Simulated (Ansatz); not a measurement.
# The perfect GaP wire along [111], 26 atoms a period, H-terminated

What gap, if any, does the GaP wire along [111], 26 atoms a period, H-terminated have, and how does it change with the functional?

Method: DFT PBE, plane waves, PAW; relaxation of a wire's period; PAW set soft_1, in the first sound run; inputs show where later runs differ, in Ansatz 0.2.0.

This is a report of a sequence of runs, with most program output left out.

**1. The structure**

The cell holds 56 atoms: 13 Ga, 13 P and 30 H. Its edges and angles: a = 17.172 Å, b = 16.386 Å, c = 9.544 Å, α = 90.0°, β = 90.0°, γ = 90.0°. Vacuum lies along a and b. The structure's axis is c.

**2. Relaxation of atoms and period**

Band widths follow the bond lengths, so the wire is relaxed first. The atoms and the third cell vector are free; the box across stays fixed as vacuum. A Fermi-Dirac smearing is set since the result may be a metal. The pressure printed is a third of the stress's trace over the whole box, vacuum included; only the stress along the axis is relaxed.

The input, input.yaml:

```yaml
crystal:
  lattice:
    - [17.172, 0.0, 0.0]
    - [0.0, 16.386, 0.0]
    - [0.0, 0.0, 9.5435999497]
  atoms:
    - { symbol: Ga, position: [0.386567888, 0.435682068, 0.0] }
    - { symbol: Ga, position: [0.500012984, 0.641600054, 0.0] }
    - { symbol: P, position: [0.386567888, 0.435682068, 0.25] }
    - { symbol: P, position: [0.500012984, 0.641600054, 0.25] }
    - { symbol: P, position: [0.61345808, 0.435682068, 0.25] }
    - { symbol: H, position: [0.311441835, 0.61841533, 0.278148008] }
    - { symbol: H, position: [0.500012984, 0.276133531, 0.278148008] }
    - { symbol: H, position: [0.688584134, 0.61841533, 0.278148008] }
[... 44 atom lines left out ...]
    - { symbol: H, position: [0.681451913, 0.257264117, 0.966612879] }
    - { symbol: H, position: [0.726903175, 0.586599984, 0.966612879] }
    - { symbol: H, position: [0.794897009, 0.463182103, 0.966612879] }
    - { symbol: Ga, position: [0.61345808, 0.435682068, 0.0] }
kpoints:
  mp_grid: { grid: [1, 1, 9] }
scf:
  occupations: { method: fermi_dirac, width: 0.05 }
hamiltonian:
  xc: pbe
  pseudopotentials: { kind: paw, azcp: { folder: soft_1 } }
relax:
  cell: { fix: [a, b, alpha, beta, gamma] }
  max_steps: 45
  f_tol: 0.03
```

Started as:

```console
ansatz run input.yaml --threads 4 --pin off --max-ram 16384MiB --backend cpu --events-out ev --progress --plain --runs-dir out
```

It took 13 min on 4 threads of Arm Neoverse V1, shared host; peak memory 8.3 GiB.

Step by step:

```tsv
step	energy less that of the first step (eV)	largest force component (eV/Å)	pressure (GPa)	volume (Å³)
1	0.0000	1.1919	0.22	2685.38
2	-2.9503	0.5180	0.11	2685.00
3	-3.6916	0.2673	-0.05	2677.65
4	-4.0010	0.2301	0.05	2658.80
5	-4.0752	0.1857	0.09	2659.30
6	-4.1241	0.0301	0.01	2659.62
7	-4.1325	0.0171	0.01	2660.35
8	-4.1349	0.0290	0.00	2660.84
9*	-4.1317	0.0290	0.00	2660.84
```

Relaxation steps marked * repeat the geometry before them on a plane-wave basis chosen anew for their cell, so energy and pressure can jump there.

The run keeps the 2 symmetry operations that it works with, so distortions that break them were not tested.

```tsv
cell as run	before	after	change
c (Å)	9.544	9.456	-0.9 %
```

The atoms that moved most (Å, along periodic axes as changes of fractional coordinates times the final cell, across vacuum about the mean position):

```tsv
atom	dx	dy	dz	length
H22	0.547	-0.349	0.269	0.702
H25	-0.547	-0.349	0.269	0.702
H21	-0.573	-0.301	0.264	0.699
H26	0.573	-0.301	0.264	0.699
H29	0.028	0.642	0.262	0.694
H18	-0.028	0.642	0.262	0.694
H27	0.000	-0.578	-0.191	0.608
H20	0.000	-0.578	-0.191	0.608
```

This step gave:

| Item | Value |
| --- | --- |
| cell length along the wire | 9.456 Å |

The cell's length comes to 9.456 Å with spin left out.

**3. Bands of the perfect wire**

This step: DFT PBE, plane waves, PAW; bands of a perfect wire; PAW set soft_1 (Ansatz 0.2.0).

At the relaxed period the bands are computed along the axis; those that cross an energy going forward count the channels that a perfect wire would open there.

The input, input.yaml:

```yaml
crystal:
  lattice:
    - [17.172, 0.0, 0.0]
    - [0.0, 16.386, 0.0]
    - [0.0, 0.0, 9.4563845977]
  atoms:
    - { symbol: Ga, position: [0.388050067, 0.436708566, 0.005715007] }
    - { symbol: Ga, position: [0.500012984, 0.639933544, 0.005656376] }
    - { symbol: P, position: [0.39295379, 0.43952607, 0.254964133] }
    - { symbol: P, position: [0.500012984, 0.633904112, 0.254935888] }
    - { symbol: P, position: [0.607072178, 0.43952607, 0.254964133] }
    - { symbol: H, position: [0.308219341, 0.620287707, 0.270033382] }
    - { symbol: H, position: [0.500012984, 0.272189953, 0.270025067] }
    - { symbol: H, position: [0.691806627, 0.620287707, 0.270033382] }
[... 44 atom lines left out ...]
    - { symbol: H, position: [0.690669542, 0.271638666, 0.961547444] }
    - { symbol: H, position: [0.740724918, 0.567319254, 0.987531346] }
    - { symbol: H, position: [0.787662633, 0.447850538, 0.961764064] }
    - { symbol: Ga, position: [0.611975901, 0.436708566, 0.005715007] }
kpoints:
  mp_grid: { grid: [1, 1, 9] }
  band_path: { path: ["Γ", Z], npoints: 90 }
scf:
  occupations: { method: fermi_dirac, width: 0.05 }
hamiltonian:
  xc: pbe
  pseudopotentials: { kind: paw, azcp: { folder: soft_1 } }
output:
  dos: { e_range: [-5, 4] }
  write_potential: true
  write_density: true
  volumetric_format: npy
```

Elapsed: 31 min, on 4 threads; peak memory 12 GiB; 2.1 h of CPU time.

Numbers from this step:

* band gap: 3.057 eV

The electronic bands at the labelled points (eV, zero at the Fermi level; v1 is the highest filled band, c1 the lowest empty one):

```tsv
point	v4	v3	v2	v1	c1	c2	c3	c4
Γ	-1.81	-1.81	-1.80	-1.52	1.54	1.76	2.05	2.05
halfway	-1.82	-1.82	-1.77	-1.75	1.63	1.87	1.89	1.90
Z	-2.09	-1.83	-1.83	-1.75	1.74	1.74	1.75	1.87
```

The gap is 3.06 eV, with spin left out.

On this path the gap is direct, 3.06 eV, with the valence top at Γ and the conduction bottom at Γ.

**4. Another level of theory, cutoff 500 eV, k-mesh 1×1×7**

This step: DFT r2SCAN, plane waves, PAW; bands of a perfect wire at the PBE geometry; PAW set soft_1 (Ansatz 0.2.0).

The atoms stay at the PBE geometry and the functional changes. r2SCAN also reads the kinetic-energy density; it often gives larger moments and wider gaps than PBE, at a higher cost. Against the first PBE run of this kind, the cutoff is 500 eV against 420 and the mesh along the wire has 7 points against 9.

input.yaml: that of step 3 with these lines changed.

```diff
@@ -63,3 +63,3 @@
 kpoints:
-  mp_grid: { grid: [1, 1, 9] }
+  mp_grid: { grid: [1, 1, 7] }
   band_path: { path: ["Γ", Z], npoints: 90 }
@@ -68,8 +68,3 @@
 hamiltonian:
-  xc: pbe
+  xc: r2scan
   pseudopotentials: { kind: paw, azcp: { folder: soft_1 } }
-output:
-  dos: { e_range: [-5, 4] }
-  write_potential: true
-  write_density: true
-  volumetric_format: npy
```

Wall time 51 min (4 threads); peak memory 13 GiB; 3.4 h of CPU time.

Numbers from this step:

| Property | Result |
| --- | --- |
| band gap | 3.396 eV |

Electronic bands along the path, in eV, zero at the Fermi level; v1 is the highest filled band, c1 the lowest empty one:

```tsv
point	v4	v3	v2	v1	c1	c2	c3	c4
Γ	-2.00	-2.00	-2.00	-1.69	1.71	1.96	2.22	2.22
halfway	-2.01	-2.01	-1.98	-1.93	1.80	2.06	2.08	2.09
Z	-2.29	-2.03	-2.02	-1.96	1.92	1.94	1.94	2.05
```

The gap is 3.40 eV, against 3.06 eV under PBE at the relaxed period.

**5. What came out**

```
cell length, PBE : 9.456 Å
gap, PBE         : 3.06 eV
gap, r2SCAN      : 3.40 eV
```

Under PBE the cell's length is 9.46 Å, and a gap of 3.06 eV makes it a semiconductor. At the relaxed period the wire is gapped under every functional, from 3.06 eV (PBE) to 3.40 eV (r2SCAN). Weak screening in one dimension makes quasiparticle gaps larger than the semilocal gaps, as a rule. Plain hydrogen on a compound's surface is a simple closure: it may leave surface states, and facets that end in unlike atoms put a field across the wire, both of which shrink the gap.

[Logs are printed without paths, hosts, clocks, repeated set-up lines and the standing remarks that a program may print on its own settings, such as how far it seeks lower states.]

[Hosts, paths, dates, database ids (printed as entryN), source tags and the programs' standing remarks are cut or masked in the printed files.]
